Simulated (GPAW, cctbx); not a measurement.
# By hand: from a DFT structure factor to an extinction distance in Al3C

Al3C, P6_322 (no. 182), a = 5.1841 Å, b = 5.1841 Å, c = 4.6540 Å, α = 90.00°, β = 90.00°, γ = 120.00°.

| atom | mult. | x | y | z |
| --- | --- | --- | --- | --- |
| Al1 | 6 | 0 | 0.3186 | 1/2 |
| C1 | 2 | 2/3 | 1/3 | 3/4 |

The cell comes from substitution in a known structure type and wasn't matched to any measured phase.

A DFT run (GPAW, PBE, 550 eV, 4×4×4 k-points, Fermi–Dirac width 0.05 eV) gives the static X-ray structure factor of 101 as 7.878 e for the conventional cell; superposed free atoms give 7.320 e. **Problem.** Find the Fourier component V of the crystal potential and the two-beam extinction distance at 200 kV in both cases.

**1. Geometry**

The cell volume is Ω = 108.32 Å³ and d(101) = 3.2312 Å, so g = 1/d = 0.3095 Å⁻¹.

**2. The nuclei**

Electrons feel nuclei as well as electrons, so the nuclear charges are summed with the same phases.

Phase sums Σ exp(2πi h·x), turned so that the total is real and positive: Al 0.000, C +1.732. Then F_Z = 13 × (0.000) + 6 × (+1.732) = 10.39 e. The electron term has the same sign for this reflection.

**3. Mott–Bethe**

Poisson's equation, term by term, gives V = (e/4πε₀)(F_Z − F)/(πΩg²), with e/4πε₀ = 14.3996 V Å.

The prefactor is 14.3996 × 3.2312²/(π × 108.32) = 0.44180 V per electron. Free atoms: (10.39 − 7.320) × 0.44180 = 1.357 V. Crystal: (10.39 − 7.878) × 0.44180 = 1.111 V. F changes by +7.62 % and V by -18.2 %: the same 0.56 e is measured against F_Z − F = 3.1 e in place of F = 7.3 e.

**4. Extinction distance**

In the two-beam case ξ = 1/(λU) with U = 2γm₀eV/h², that is ξ = 150.41 V Å²/(γλV).

At 200 kV, λ = 0.02508 Å and γ = 1.3914. Free atoms: ξ = 3176 Å. Crystal: ξ = 3880 Å. The thickness fringes go as sin²(πt/ξ), so the two patterns slip by a quarter of a period when t|1/ξ₁ − 1/ξ₀| = 1/4, at t ≈ 437 nm. Thermal motion, absorption and many-beam coupling, left out here, change a real pattern.

**5. Answer**

V(101) is 1.11 V against 1.36 V, and ξ is 3880 against 3176 Å. Limits: static atoms, two beams.
